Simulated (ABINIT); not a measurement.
# CdH2 (Fm-3m): zone-centre phonons, part 3 of 3

Aim: the zone-centre modes of CdH2 (Fm-3m).

ABINIT 10.8.3; DFT LDA, scalar-relativistic, plane waves, PseudoDojo norm-conserving pseudopotentials.

So far. Step 7 (Zone-centre response): The acoustic modes at Γ come out as far as 5.5 cm⁻¹ from zero, where they should vanish, a small numerical error. The lowest optical mode is imaginary, 205i cm⁻¹, an instability at this level and on this k mesh. Step 8 (Modes with the sum rule): The rule moves no optical mode by more than 0.2 cm⁻¹. The relaxed cell has a = 4.966 Å (conventional setting).

The structure was built from a prototype and need not be the compound's stable phase.

### 9. Sum rules set otherwise (asr 0)

Without the rule the raw error of the acoustic modes shows.

Input file anaddb.abi:

```
ddb_filepath "gamma_DDB"
output_file "anaddb.abo"
outdata_prefix "anaddb"
asr 0
chneut 0
enunit 2
eivec 1
nph1l 1
qph1l 0.0 0.0 0.0 1.0
```

Input file mrgddb.in:

```
gamma_DDB
merged
2
dfpt_gammao_DDB
gso_DDB
```

Command:

```bash
$ mrgddb < mrgddb.in > mrgddb.log
$ OMP_NUM_THREADS=1 anaddb anaddb.abi > anaddb.log
```

anaddb.abo, the main output file:

```text
-outvars_anaddb: echo values of input variables ----------------------

 Miscellaneous information :
      enunit         2
       eivec         1
      chneut         0
 First list of wavevector (reduced coord.) :
       nph1l         1
       qph1l
                     0.00000000E+00  0.00000000E+00  0.00000000E+00    1.000E+00

================================================================================

 read the DDB information and perform some checks

  ==== Info on the Cryst% object ====
 Real(R)+Recip(G) space primitive vectors, cartesian coordinates (Bohr,Bohr^-1):
 R(1)=  0.0000000  4.6917821  4.6917821  G(1)= -0.1065693  0.1065693  0.1065693
 R(2)=  4.6917821  0.0000000  4.6917821  G(2)=  0.1065693 -0.1065693  0.1065693
 R(3)=  4.6917821  4.6917821  0.0000000  G(3)=  0.1065693  0.1065693 -0.1065693
 Unit cell volume ucvol=  2.0655870E+02 bohr^3
 Angles (23,13,12)=  6.00000000E+01  6.00000000E+01  6.00000000E+01 degrees
 Time-reversal symmetry is present
 Reduced atomic positions [iatom, xred, symbol]:
    1)    0.0000000  0.0000000  0.0000000  Cd
    2)    0.2500000  0.2500000  0.2500000   H
    3)    0.7500000  0.7500000  0.7500000   H

 DDB file with 3 blocks has been read.

================================================================================

 Treat the first list of vectors

  Phonon wavevector (reduced coordinates) :  0.00000  0.00000  0.00000
 Phonon energies in Hartree :
  -9.358445E-04 -9.358445E-04 -9.358445E-04  2.521830E-05  2.521830E-05
   2.521830E-05  2.937261E-03  2.937261E-03  2.937261E-03
 Phonon energies in meV     :
- -2.546563E+01 -2.546563E+01 -2.546563E+01  6.862250E-01  6.862250E-01
-  6.862250E-01  7.992693E+01  7.992693E+01  7.992693E+01
 Phonon frequencies in cm-1    :
- -2.053941E+02 -2.053941E+02 -2.053941E+02  5.534778E+00  5.534778E+00
-  5.534778E+00  6.446542E+02  6.446542E+02  6.446542E+02
 Phonon frequencies in Thz     :
- -6.157561E+00 -6.157561E+00 -6.157561E+00  1.659285E-01  1.659285E-01
-  1.659285E-01  1.932625E+01  1.932625E+01  1.932625E+01
 Phonon energies in Kelvin  :
- -2.955163E+02 -2.955163E+02 -2.955163E+02  7.963310E+00  7.963310E+00
-  7.963310E+00  9.275135E+02  9.275135E+02  9.275135E+02

 Eigendisplacements
 (will be given, for each mode : in cartesian coordinates
   for each atom the real part of the displacement vector,
   then the imaginary part of the displacement vector - absolute values smaller than 1.0d-7 are set to zero)
  Mode number    1   Energy   -9.358445E-04
 Attention : low frequency mode.
   (Could be unstable or acoustic mode)
-  1  0.00000000E+00  2.45445298E-07  2.93575146E-04
-     0.00000000E+00  0.00000000E+00  0.00000000E+00
-  2 -2.45129084E-06 -1.36695320E-05 -1.63500172E-02
-     0.00000000E+00  0.00000000E+00  0.00000000E+00
-  3 -2.45129084E-06 -1.36695320E-05 -1.63500172E-02
-     0.00000000E+00  0.00000000E+00  0.00000000E+00
  Mode number    2   Energy   -9.358445E-04
 Attention : low frequency mode.
   (Could be unstable or acoustic mode)
-  1  0.00000000E+00  2.93575149E-04 -2.45446976E-07
-     0.00000000E+00  0.00000000E+00  0.00000000E+00
-  2 -6.22429736E-07 -1.63500174E-02  1.36696255E-05
-     0.00000000E+00  0.00000000E+00  0.00000000E+00
-  3 -6.22429736E-07 -1.63500174E-02  1.36696255E-05
-     0.00000000E+00  0.00000000E+00  0.00000000E+00
  Mode number    3   Energy   -9.358445E-04
 Attention : low frequency mode.
   (Could be unstable or acoustic mode)
-  1  2.93575248E-04  0.00000000E+00  0.00000000E+00
-     0.00000000E+00  0.00000000E+00  0.00000000E+00
-  2 -1.63500229E-02  6.24478941E-07  2.45076959E-06
-     0.00000000E+00  0.00000000E+00  0.00000000E+00
-  3 -1.63500229E-02  6.24478941E-07  2.45076959E-06
-     0.00000000E+00  0.00000000E+00  0.00000000E+00
  Mode number    4   Energy    2.521830E-05
-  1  0.00000000E+00  0.00000000E+00  2.18950683E-03
-     0.00000000E+00  0.00000000E+00  0.00000000E+00
-  2  0.00000000E+00  0.00000000E+00  2.19225722E-03
-     0.00000000E+00  0.00000000E+00  0.00000000E+00
-  3  0.00000000E+00  0.00000000E+00  2.19225722E-03
-     0.00000000E+00  0.00000000E+00  0.00000000E+00
  Mode number    5   Energy    2.521830E-05
-  1  2.84512010E-07 -2.18950681E-03  0.00000000E+00
-     0.00000000E+00  0.00000000E+00  0.00000000E+00
-  2  2.84869406E-07 -2.19225721E-03  0.00000000E+00
-     0.00000000E+00  0.00000000E+00  0.00000000E+00
-  3  2.84869406E-07 -2.19225721E-03  0.00000000E+00
-     0.00000000E+00  0.00000000E+00  0.00000000E+00
  Mode number    6   Energy    2.521830E-05
-  1  2.18950681E-03  2.84511995E-07  0.00000000E+00
-     0.00000000E+00  0.00000000E+00  0.00000000E+00
-  2  2.19225721E-03  2.84869391E-07  0.00000000E+00
-     0.00000000E+00  0.00000000E+00  0.00000000E+00
-  3  2.19225721E-03  2.84869391E-07  0.00000000E+00
-     0.00000000E+00  0.00000000E+00  0.00000000E+00
  Mode number    7   Energy    2.937261E-03
-  1  0.00000000E+00  0.00000000E+00  0.00000000E+00
-     0.00000000E+00  0.00000000E+00  0.00000000E+00
-  2  4.40017677E-07 -2.63022502E-06 -1.64963402E-02
-     0.00000000E+00  0.00000000E+00  0.00000000E+00
-  3 -4.40017677E-07  2.63022502E-06  1.64963402E-02
-     0.00000000E+00  0.00000000E+00  0.00000000E+00
  Mode number    8   Energy    2.937261E-03
-  1  0.00000000E+00  0.00000000E+00  0.00000000E+00
-     0.00000000E+00  0.00000000E+00  0.00000000E+00
-  2  4.08557984E-06 -1.64963397E-02  2.63033392E-06
-     0.00000000E+00  0.00000000E+00  0.00000000E+00
-  3 -4.08557984E-06  1.64963397E-02 -2.63033392E-06
-     0.00000000E+00  0.00000000E+00  0.00000000E+00
  Mode number    9   Energy    2.937261E-03
-  1  0.00000000E+00  0.00000000E+00  0.00000000E+00
-     0.00000000E+00  0.00000000E+00  0.00000000E+00
-  2  1.64963399E-02  4.08564995E-06  4.39366241E-07
-     0.00000000E+00  0.00000000E+00  0.00000000E+00
-  3 -1.64963399E-02 -4.08564995E-06 -4.39366241E-07
-     0.00000000E+00  0.00000000E+00  0.00000000E+00

 Analysis of degeneracies and characters (maximum tolerance=1.00E-06 a.u.)
 For each vibration mode, or group of modes if degenerate,
 the characters are given for each symmetry operation (see the list in the log file).
 Symmetry characters of vibration mode #   1
       degenerate with vibration modes #   2 to    3
  3.0 -3.0 -1.0  1.0 -1.0  1.0 -1.0  1.0  1.0 -1.0 -1.0  1.0  1.0 -1.0 -1.0  1.0
 -0.0  0.0 -0.0  0.0  0.0 -0.0  0.0 -0.0  1.0 -1.0 -1.0  1.0 -1.0  1.0  1.0 -1.0
 -0.0  0.0 -0.0  0.0  0.0 -0.0 -0.0  0.0  1.0 -1.0  1.0 -1.0 -1.0  1.0 -1.0  1.0
 Symmetry characters of vibration mode #   4
       degenerate with vibration modes #   5 to    6
  3.0 -3.0 -1.0  1.0 -1.0  1.0 -1.0  1.0  1.0 -1.0 -1.0  1.0  1.0 -1.0 -1.0  1.0
 -0.0  0.0 -0.0  0.0 -0.0  0.0  0.0 -0.0  1.0 -1.0 -1.0  1.0 -1.0  1.0  1.0 -1.0
  0.0 -0.0  0.0 -0.0  0.0 -0.0 -0.0  0.0  1.0 -1.0  1.0 -1.0 -1.0  1.0 -1.0  1.0
 Symmetry characters of vibration mode #   7
       degenerate with vibration modes #   8 to    9
  3.0  3.0 -1.0 -1.0 -1.0 -1.0 -1.0 -1.0  1.0  1.0 -1.0 -1.0  1.0  1.0 -1.0 -1.0
  0.0  0.0  0.0  0.0 -0.0 -0.0 -0.0 -0.0  1.0  1.0 -1.0 -1.0 -1.0 -1.0  1.0  1.0
  0.0  0.0 -0.0 -0.0 -0.0 -0.0  0.0  0.0  1.0  1.0  1.0  1.0 -1.0 -1.0 -1.0 -1.0
-
```

It took 0.51 s on 1 thread of Arm Neoverse V1, shared host.

Read from the output:

| Property | Result |
| --- | --- |
| lowest optical zone-centre mode | -205.4 cm⁻¹ |

Zone-centre frequencies as printed; negative means imaginary. Modes:

```
mode  frequency (cm⁻¹)
   1            -205.4
   2            -205.4
   3            -205.4
   4              5.53
   5              5.53
   6              5.53
   7             644.6
   8             644.6
   9             644.6
```

### 10. Summary of results

- space group after relaxation: Fm-3m
- volume per atom: 10.2 Å³
- highest optical zone-centre mode (no LO-TO term): 644.6 cm⁻¹
- lowest optical zone-centre mode: -205.6 cm⁻¹
- imaginary optical modes at the zone centre (no q mesh in this session): yes

**Reading.** At the LDA level the optical modes of CdH2 (Fm-3m) at the zone centre run from 206i to 645 cm⁻¹, so the structure is a saddle point, with 3 modes beyond 10i cm⁻¹ there. The base run prints -0.61 GPa, mostly the error of a finite basis; the relaxation, with a smoothed and higher cutoff, had brought the cell to rest. These are harmonic frequencies at zero temperature: anharmonic shifts and linewidths and thermal expansion are left out. In a metal the frequencies hang on the k mesh and the smearing, most of all near Kohn anomalies. The structure is a hypothetical one, built on a prototype.

[Host names and launcher messages were left out of these logs when they were recorded.]

[Logs are printed without paths, hosts, clocks, repeated set-up lines and the standing remarks that a program may print on its own settings, such as how far it seeks lower states.]

[Hosts, paths, dates, database ids (printed as entryN), source tags and the programs' standing remarks are cut or masked in the printed files.]
